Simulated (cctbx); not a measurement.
# What resolution and counting buy: HfTc3

Space group P-6m2 (no. 187), a = 2.8650 Å, b = 2.8650 Å, c = 9.1240 Å, α = 90.00°, β = 90.00°, γ = 120.00°.

| atom | mult. | x | y | z | Ueq (Å²) |
| --- | --- | --- | --- | --- | --- |
| Hf1 | 1 | 0 | 0 | 1/2 | 0.0088 |
| Tc1 | 2 | 1/3 | 2/3 | 0.2417 | 0.0099 |
| Tc2 | 1 | 0 | 0 | 0 | 0.0091 |

The model is made up (kin elements in a known structure type, no relaxation), so it says nothing on whether the phase exists.

Five simulated data sets (cctbx; Ag Kα, λ = 0.56087 Å; 1.5 % proportional error) differ in resolution or exposure (noise floor 8 counts in the first three, 8 in the last two). Each is refined with the right model, isotropic at 1.1 Å and anisotropic otherwise. How do the figures of merit and the uncertainties move?

```csv
d min (Å),top counts,"⟨I/σ⟩ (unmerged, absences included)",unique,param. (scale apart),Rint,R1,GooF,largest s.u. xyz (fractional),s.u. U of Tc1 (Å²),largest error (Å)
1.1,20000,32.1,34,4,0.016,0.0059,0.82,0.00009,0.0004,0.0002
0.84,20000,30.7,63,7,0.014,0.0063,0.90,0.00009,0.0003,0.0007
0.6,20000,25.7,159,7,0.017,0.0075,0.90,0.00006,0.0001,0.0002
0.75,300,2.9,93,7,0.192,0.0567,0.81,0.00134,0.0032,0.0260
0.75,3000,12.1,93,7,0.040,0.0171,0.81,0.00025,0.0005,0.0044
```

The number of reflections grows roughly as 1/d³: 34, 63 and 159 here. R1 follows the noise rather than the truth: at 300 counts it is 0.0567, at 3000 counts 0.0171, while GooF is 0.81 and 0.81: the weights 1/σ² carry the noise. The s.u. of U (U11 where anisotropic) for Tc1 goes 0.0004, 0.0003, 0.0001 Å² with resolution and 0.0032, 0.0005 Å² with exposure.

Hardware for the 0.6 Å refinement: 0.62 s on 1 thread of Arm Neoverse N1, with other jobs on the host, peak memory 0.09 GiB.

[Logs are printed without paths, hosts, clocks, repeated set-up lines and the standing remarks that a program may print on its own settings, such as how far it seeks lower states.]
